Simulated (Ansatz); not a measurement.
# SnH2 (model cell, started as rutile): a soft mode frozen in, part 2 of 3

Which phase does SnH2 (model cell, started as rutile) fall into along its unstable mode, and how much energy does it gain?

Ansatz 0.2.0; DFT PBE, scalar-relativistic, plane waves, PAW.

So far, highest frequency on path, mesh or solved points (cm⁻¹): step 2 (phonons on a q mesh) 977. Also lowest frequency on the path (cm⁻¹): step 2 -805.

The structure was built from a prototype and need not be the compound's stable phase.

**3. The mode frozen in, largest atomic shift 0 Å**

The mode followed lies at q = (0, 0, -0.5) with frequency 804.8i cm⁻¹ and is 2-fold degenerate, the softest among the wavevectors solved. At small amplitude the pattern taken leaves space group no. 92 by a symmetry search on the positions. The undistorted cell that holds it gives the zero of energy on the same k mesh.

System of this step: SnH2 (model cell, started as rutile). It takes space group P4_2/mnm (No. 136, tetragonal). Conventional cell: a = 4.858 Å, b = 4.858 Å, c = 3.642 Å, α = 90.00°, β = 90.00°, γ = 90.00°. Nearest to Sn lie 6 H at 2.14 to 2.24 Å. H has 3 Sn at 2.14 to 2.24 Å nearest. Farther neighbours, and contacts between anions beyond the nearest, are not listed.

input.yaml

```yaml
crystal:
  lattice:
    - [4.8575969519, 0.0, 0.0]
    - [0.0, 4.8575969519, 0.0]
    - [0.0, 0.0, 7.2839904417]
  atoms:
    - { symbol: Sn, position: [0.0, 0.0, 0.0] }
    - { symbol: Sn, position: [0.0, 0.0, 0.5] }
    - { symbol: Sn, position: [0.5, 0.5, 0.25] }
    - { symbol: Sn, position: [0.5, 0.5, 0.75] }
    - { symbol: H, position: [0.3110725174, 0.3110725174, 0.0] }
    - { symbol: H, position: [0.3110725174, 0.3110725174, 0.5] }
    - { symbol: H, position: [0.6889274826, 0.6889274826, 0.0] }
    - { symbol: H, position: [0.6889274826, 0.6889274826, 0.5] }
    - { symbol: H, position: [0.8110725174, 0.1889274826, 0.25] }
    - { symbol: H, position: [0.8110725174, 0.1889274826, 0.75] }
    - { symbol: H, position: [0.1889274826, 0.8110725174, 0.25] }
    - { symbol: H, position: [0.1889274826, 0.8110725174, 0.75] }
kpoints:
  mp_grid: { grid: [8, 8, 6] }
hamiltonian:
  xc: pbe
scf:
  occupations: { method: methfessel_paxton, width: 0.2 }
output:
  forces: true
  stress: true
  eigenvalues: true
```

Run with:

```
$ ansatz run input.yaml --threads 8 --pin off --max-ram 14336MiB --backend cpu --events-out ev --progress --plain --runs-dir out
```

The log of the run:

```text
[...]
Crystal: 12 atoms, lattice volume = 171.875 Å³
Basis set: ecut = 420 eV, 3373 PW (Γ), exchange–correlation on 72×72×100 points (8 copies of the dense FFT grid, shifted against one another)
Bands: 44, of which v1, the nominal top of the filled ones, is band 32 counted from 1 (31 counted from 0)
Symmetry: 32 space group operations
[...]
k-points: 60 of 384
[...]
k-point 0: bands = [... 28 lower, 3.2049, 3.2049, 4.8987, 7.3240, 7.3240, 8.2631, 8.8631, 9.2457, ... 8 higher]
  k-point 1: bands = [... 28 lower, 2.7099, 4.2618, 4.3957, 7.5795, 7.5795, 8.5324, 8.9366, 9.2945, ... 8 higher]
  k-point 2: bands = [... 28 lower, 2.3862, 3.3133, 5.4897, 8.2360, 8.2360, 8.3856, 9.0210, 9.1569, ... 8 higher]
  k-point 59: bands = [... 28 lower, 4.4762, 4.4762, 4.4762, 4.4762, 7.8669, 7.8669, 7.8669, 7.8669, ... 8 higher]
[key lines of the parts left out:]
SCF converged after 7 iterations
Free energy (F): -24218.135440 eV
Fermi energy:    6.895391 eV
P = ⅓ Tr σ = 0.0005 GPa (0.005 kbar)
```

Elapsed: 7 s, on 8 threads of Arm Neoverse N1, shared host; peak memory 0.83 GiB; 53 s of CPU time.

This step gave:

| Quantity | Value |
| --- | --- |
| pressure | 4.56e-4 GPa |
| energy from the undistorted cell | 0 meV/atom |

The run ends at a pressure of 0.00 GPa.

**4. The mode frozen in, largest atomic shift 0.45 Å**

The atoms are moved along the unstable eigenvector, the largest shift by 0.45 Å, with the cell fixed.

input.yaml

```yaml
crystal:
  lattice:
    - [4.8575969519, 0.0, 0.0]
    - [0.0, 4.8575969519, 0.0]
    - [0.0, 0.0, 7.2839904417]
  atoms:
    - { symbol: Sn, position: [4.41243e-05, -4.41243e-05, 0.0] }
    - { symbol: Sn, position: [-4.41243e-05, 4.41243e-05, 0.5] }
    - { symbol: Sn, position: [0.5000441243, 0.5000441243, 0.25] }
    - { symbol: Sn, position: [0.4999558757, 0.4999558757, 0.75] }
    - { symbol: H, position: [0.3155756311, 0.3065694037, -0.0616331725] }
    - { symbol: H, position: [0.3065694037, 0.3155756311, 0.5616331725] }
    - { symbol: H, position: [0.6934305963, 0.6844243689, 0.0616331725] }
    - { symbol: H, position: [0.6844243689, 0.6934305963, 0.4383668275] }
    - { symbol: H, position: [0.8155756311, 0.1934305963, 0.3116331725] }
    - { symbol: H, position: [0.8065694037, 0.1844243689, 0.6883668275] }
    - { symbol: H, position: [0.1934305963, 0.8155756311, 0.1883668275] }
    - { symbol: H, position: [0.1844243689, 0.8065694037, 0.8116331725] }
kpoints:
  mp_grid: { grid: [8, 8, 6] }
hamiltonian:
  xc: pbe
scf:
  occupations: { method: methfessel_paxton, width: 0.2 }
output:
  forces: true
  stress: true
  eigenvalues: true
```

The log of the run:

```text
[...]
Crystal: 12 atoms, lattice volume = 171.875 Å³
Basis set: ecut = 420 eV, 3373 PW (Γ), exchange–correlation on 72×72×100 points (8 copies of the dense FFT grid, shifted against one another)
Bands: 44, of which v1, the nominal top of the filled ones, is band 32 counted from 1 (31 counted from 0)
Symmetry: 8 space group operations
[...]
k-point 0: bands = [... 28 lower, 3.3495, 3.3495, 4.5475, 6.3711, 8.0817, 8.4032, 8.8914, 9.1157, ... 7 higher]
  k-point 1: bands = [... 28 lower, 2.8458, 4.2857, 4.2865, 6.5682, 7.8271, 8.9618, 8.9664, 9.0665, ... 7 higher]
  k-point 2: bands = [... 28 lower, 2.4813, 3.5902, 5.3611, 6.8629, 7.9836, 8.8600, 8.8991, 9.0407, ... 7 higher]
  k-point 59: bands = [... 28 lower, 4.2663, 4.2663, 4.2663, 4.2663, 8.1782, 8.1782, 8.1782, 8.1782, ... 7 higher]
[key lines of the parts left out:]
SCF converged after 7 iterations
Free energy (F): -24219.092618 eV
Fermi energy:    6.740492 eV
P = ⅓ Tr σ = 3.0383 GPa (30.383 kbar)
```

It took 10 s on 8 threads; peak memory 0.75 GiB.

This step gave:

```
pressure                         : 3.038 GPa
energy from the undistorted cell : -79.76 meV/atom
```

The energy, extrapolated to zero smearing, is -79.76 meV/atom against the undistorted cell.

The run ends at a pressure of 3.04 GPa, with forces up to 0.35 eV/Å.

**5. Energy along the mode, all amplitudes (two of the runs are shown above)**

An imaginary frequency means negative curvature, so the energy should fall and then rise again as anharmonic terms take over.

Numbers from this step:

| Quantity | Value |
| --- | --- |
| depth at the lowest point sampled | 79.76 meV/atom |
| largest atomic shift at that point | 0.45 Å |

Energy from the parent against largest atomic shift:

```
largest atomic shift (Å)  energy from the parent (meV/atom)
                   0.000                                  0
                   0.040                              -1.23
                   0.080                              -4.98
                   0.140                              -15.0
                   0.220                              -34.2
                   0.320                              -59.4
                   0.450                              -79.8
                   0.600                              -59.7
```

Displacement at unit largest shift by atom:

```
atom  x (Å)  y (Å)  z (Å)  size
 Sn1   0.00   0.00   0.00  0.00
 Sn2   0.00   0.00   0.00  0.00
 Sn3   0.00   0.00   0.00  0.00
 Sn4   0.00   0.00   0.00  0.00
  H5   0.05  -0.05  -1.00  1.00
  H6  -0.05   0.05   1.00  1.00
  H7   0.05  -0.05   1.00  1.00
  H8  -0.05   0.05  -1.00  1.00
  H9   0.05   0.05   1.00  1.00
 H10  -0.05  -0.05  -1.00  1.00
 H11   0.05   0.05  -1.00  1.00
 H12  -0.05  -0.05   1.00  1.00
```

The lowest step is at 0.45 Å, 79.8 meV/atom below the parent, and the energy rises beyond it.

(Part 2 of 3 ends here.)

[Long decimals in the printed logs are rounded to 6 places.]

[Logs are printed without paths, hosts, clocks, repeated set-up lines and the standing remarks that a program may print on its own settings, such as how far it seeks lower states.]

[Hosts, paths, dates, database ids (printed as entryN), source tags and the programs' standing remarks are cut or masked in the printed files.]

[Where the starting crystal was built by hand or by swapping elements, it need not be the compound's stable phase.]
